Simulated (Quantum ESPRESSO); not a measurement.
**How volume moves the moments of NiO**

Aim: follow moments and order energies of NiO with volume.

Calculated with Quantum ESPRESSO 7.5; PBE with U = 6 eV on Ni d (ortho-atomic projectors); plane waves with GBRV 1.5 PBE potentials, no spin-orbit coupling.

Report form: the programs' logs are mostly left out.

### 1. Set-up

It takes space group Fm-3m (No. 225, cubic). Conventional cell: a = 4.177 Å, b = 4.177 Å, c = 4.177 Å, α = 90.00°, β = 90.00°, γ = 90.00°. Nearest to Ni lie 6 O at 2.09 Å. O has 6 Ni at 2.09 Å nearest. Farther neighbours and most contacts between anions are not listed.

Coordinates:

```cif
data_structure
_symmetry_space_group_name_H-M 'P 1'
_symmetry_Int_Tables_number 1
_cell_length_a 2.9536
_cell_length_b 2.9536
_cell_length_c 2.9536
_cell_angle_alpha 60.000
_cell_angle_beta 60.000
_cell_angle_gamma 60.000
_cell_volume 18.22
loop_
_atom_site_label
_atom_site_type_symbol
_atom_site_fract_x
_atom_site_fract_y
_atom_site_fract_z
_atom_site_occupancy
Ni1 Ni 0.00000 0.00000 0.00000 1
O2 O 0.50000 0.50000 0.50000 1
```

The lattice constants were typed from memory of published values and not checked against a source.

### 2. Volume 0.88, ferro +

All lengths scale alike; the factor is that of the volume. Atoms keep their fractional places. Seeded atoms are those given a starting moment.

The input, pw.in:

```
&CONTROL
  calculation = 'scf'
  prefix = 'pwscf'
  outdir = './tmp'
  pseudo_dir = './pseudo'
  disk_io = 'nowf'
  tprnfor = .true.
  tstress = .true.
/
&SYSTEM
  ibrav = 0
  celldm(1) = 8
  nat = 2
  ntyp = 2
  ecutwfc = 40
  ecutrho = 280
  nbnd = 20
  occupations = 'smearing'
  smearing = 'fd'
  degauss = 0.00367493
  nspin = 2
  starting_magnetization(1) = 0.1111
  starting_magnetization(2) = 0
/
&ELECTRONS
  conv_thr = 4d-09
  electron_maxstep = 150
  mixing_beta = 0.3
/
ATOMIC_SPECIES
Ni     58.6934 ni_pbe_v1.4.uspp.F.UPF
O      15.9990 o_pbe_v1.2.uspp.F.UPF
CELL_PARAMETERS alat
   0.0000000000000    0.4727565816007    0.4727565816007
   0.4727565816007    0.0000000000000    0.4727565816007
   0.4727565816007    0.4727565816007    0.0000000000000
ATOMIC_POSITIONS crystal
Ni      0.0000000000    0.0000000000    0.0000000000
O       0.5000000000    0.5000000000    0.5000000000
K_POINTS automatic
12 12 12 0 0 0
HUBBARD {ortho-atomic}
U Ni-3d 6.0000
```

Started as:

```sh
$ OMP_NUM_THREADS=1 mpirun -n 4 pw.x -nk 4 -in pw.in > pw.out
```

Wall time 12 s (4 MPI ranks of Intel Xeon Platinum 8488C (Sapphire Rapids), shared host); peak memory 0.29 GiB.

Spin moment in the atom's sphere by atom:

```csv
atom,spin moment in the atom's sphere (μB)
Ni1,1.70
O2,0.23
```

Numbers from this step:

| Quantity | Value |
| --- | --- |
| smearing term TS | 5.31e-10 eV |
| pressure | 50.53 GPa |
| magnetization | 2 μB |
| absolute magnetization | 2.014 μB |
| final state | ferromagnetic |

### 3. Volume 0.88, antiferro q=(0,0,1/2) +-

The wavevector q is in fractions of the reciprocal vectors of the crystal's primitive cell, as the cells of these inputs are built from it; moments change sign between cells as cos(2π q·R).

The input, pw.in:

```
&CONTROL
  calculation = 'scf'
  prefix = 'pwscf'
  outdir = './tmp'
  pseudo_dir = './pseudo'
  disk_io = 'nowf'
  tprnfor = .true.
  tstress = .true.
/
&SYSTEM
  ibrav = 0
  celldm(1) = 8
  nat = 4
  ntyp = 3
  ecutwfc = 40
  ecutrho = 280
  nbnd = 33
  occupations = 'smearing'
  smearing = 'fd'
  degauss = 0.00367493
  nspin = 2
  starting_magnetization(1) = 0.1111
  starting_magnetization(2) = -0.1111
  starting_magnetization(3) = 0
/
&ELECTRONS
  conv_thr = 8d-09
  electron_maxstep = 150
  mixing_beta = 0.3
/
ATOMIC_SPECIES
Ni1    58.6934 ni_pbe_v1.4.uspp.F.UPF
Ni2    58.6934 ni_pbe_v1.4.uspp.F.UPF
O      15.9990 o_pbe_v1.2.uspp.F.UPF
CELL_PARAMETERS alat
   0.0000000000000    0.4727565816007    0.4727565816007
   0.4727565816007    0.0000000000000    0.4727565816007
   0.9455131631991    0.9455131631991    0.0000000000000
ATOMIC_POSITIONS crystal
Ni1     0.0000000000    0.0000000000    0.0000000000
Ni2     0.0000000000    0.0000000000    0.5000000000
O       0.5000000000    0.5000000000    0.2500000000
O       0.5000000000    0.5000000000    0.7500000000
K_POINTS automatic
12 12 6 0 0 0
HUBBARD {ortho-atomic}
U Ni1-3d 6.0000
U Ni2-3d 6.0000
```

Wall time 64 s (4 MPI ranks); peak memory 0.45 GiB.

Spin moment in the atom's sphere by atom:

```csv
atom,spin moment in the atom's sphere (μB)
Ni1,1.63
Ni2,-1.63
O3,0.00
O4,0.00
```

Numbers from this step:

```yaml
smearing_term_ts: 4.91e-14 eV
pressure: 45.68 GPa
magnetization: 0 μB
absolute_magnetization: 3.547 μB
final_state: antiferromagnetic
```

### 4. Volume 0.88, no spin polarisation

The input, pw.in:

```
&CONTROL
  calculation = 'scf'
  prefix = 'pwscf'
  outdir = './tmp'
  pseudo_dir = './pseudo'
  disk_io = 'nowf'
  tprnfor = .true.
  tstress = .true.
/
&SYSTEM
  ibrav = 0
  celldm(1) = 8
  nat = 2
  ntyp = 2
  ecutwfc = 40
  ecutrho = 280
  nbnd = 19
  occupations = 'smearing'
  smearing = 'fd'
  degauss = 0.00367493
/
&ELECTRONS
  conv_thr = 4d-09
  electron_maxstep = 150
  mixing_beta = 0.3
/
ATOMIC_SPECIES
Ni     58.6934 ni_pbe_v1.4.uspp.F.UPF
O      15.9990 o_pbe_v1.2.uspp.F.UPF
CELL_PARAMETERS alat
   0.0000000000000    0.4727565816007    0.4727565816007
   0.4727565816007    0.0000000000000    0.4727565816007
   0.4727565816007    0.4727565816007    0.0000000000000
ATOMIC_POSITIONS crystal
Ni      0.0000000000    0.0000000000    0.0000000000
O       0.5000000000    0.5000000000    0.5000000000
K_POINTS automatic
12 12 12 0 0 0
HUBBARD {ortho-atomic}
U Ni-3d 6.0000
```

The job ended after 6.8 s (4 MPI ranks; peak memory 0.27 GiB).

This step gave:

```
smearing term TS : 0.01304 eV
pressure         : 28.79 GPa
final state      : non-magnetic (no spin polarisation)
```

### 5. Volume 1.12, ferro +

pw.in, as its differences from that of step 4:

```diff
@@ -16,3 +16,3 @@
   ecutrho = 280
-  nbnd = 19
+  nbnd = 20
   occupations = 'smearing'
@@ -20,2 +20,5 @@
   degauss = 0.00367493
+  nspin = 2
+  starting_magnetization(1) = 0.1111
+  starting_magnetization(2) = 0
 /
@@ -30,5 +33,5 @@
 CELL_PARAMETERS alat
-   0.0000000000000    0.4727565816007    0.4727565816007
-   0.4727565816007    0.0000000000000    0.4727565816007
-   0.4727565816007    0.4727565816007    0.0000000000000
+   0.0000000000000    0.5123295045716    0.5123295045716
+   0.5123295045716    0.0000000000000    0.5123295045716
+   0.5123295045716    0.5123295045716    0.0000000000000
 ATOMIC_POSITIONS crystal
```

Wall time 13 s (4 MPI ranks); peak memory 0.31 GiB; 52 s of CPU time.

Read from the output:

| Item | Value |
| --- | --- |
| smearing term TS | 2.47e-10 eV |
| pressure | -10.64 GPa |
| magnetization | 2 μB |
| absolute magnetization | 2.014 μB |
| final state | ferromagnetic |
| largest moment | 1.755 μB |

### 6. All points

The runs not shown differ from these in the moved quantity alone.

States, by row:

```csv
volume,ferro +,"antiferro q=(0,0,1/2) +-",no spin polarisation
0.88,ferromagnetic,antiferromagnetic,non-magnetic
0.91,ferromagnetic,antiferromagnetic,non-magnetic
0.94,ferromagnetic,antiferromagnetic,non-magnetic
0.97,ferromagnetic,antiferromagnetic,non-magnetic
1,ferromagnetic,antiferromagnetic,non-magnetic
1.03,ferromagnetic,antiferromagnetic,non-magnetic
1.06,ferromagnetic,antiferromagnetic,non-magnetic
1.09,ferromagnetic,antiferromagnetic,non-magnetic
1.12,ferromagnetic,antiferromagnetic,non-magnetic
```

The largest site moment by volume:

```csv
volume (factor),ferro + (μB),"antiferro q=(0,0,1/2) +- (μB)"
0.8800,1.70,1.63
0.9100,1.71,1.64
0.9400,1.72,1.65
0.9700,1.72,1.66
1.0000,1.73,1.68
1.0300,1.74,1.69
1.0600,1.74,1.69
1.0900,1.75,1.70
1.1200,1.75,1.71
```

Energy less that of the parallel start against volume; values in meV a seeded atom:

```csv
volume (factor),"antiferro q=(0,0,1/2) +-",no spin polarisation
0.8800,-154,1689
0.9100,-139,1761
0.9400,-125,1827
0.9700,-114,1887
1.0000,-103,1942
1.0300,-94.2,1992
1.0600,-86.2,2038
1.0900,-79.1,2080
1.1200,-73.0,2118
```

Energy over the lowest against volume; values in meV an atom:

```csv
volume (factor),ferro +,"antiferro q=(0,0,1/2) +-",no spin polarisation
0.8800,295,218,1139
0.9100,212,143,1092
0.9400,149,86.3,1062
0.9700,103,45.8,1046
1.0000,71.3,19.6,1042
1.0300,52.0,4.86,1048
1.0600,43.1,0,1062
1.0900,43.2,3.69,1083
1.1200,51.5,15.0,1110
```

### 7. Summary of results

```yaml
moment_parallel_start: 1.70 to 1.75 μB
states_met_from_these_starts: antiferromagnetic and ferromagnetic
```

**Reading.** The moment of the parallel start goes from 1.70 μB at 0.88 to 1.75 μB at 1.12. The net moment of the cell goes from 2 to 2 μB. The radius of the spheres follows the nearest distance, so part of the change of the site moments is the spheres'. The largest moment of the start antiferro q=(0,0,1/2) +- lies between 1.63 and 1.71 μB. The start antiferro q=(0,0,1/2) +- lies under the parallel one at every finished point, by 73.0 to 154 meV a seeded atom.

[Logs and program files are shortened in this print: banners, set-up blocks, solver, clock and traceback lines can be left out without a mark of their own.]

[Logs are printed without paths, hosts, clocks, repeated set-up lines and the standing remarks that a program may print on its own settings, such as how far it seeks lower states.]

[Hosts, paths, dates, database ids (printed as entryN), source tags and the programs' standing remarks are cut or masked in the printed files.]

[Where a cell is said to come from a database of computed structures, the database is the Materials Project.]
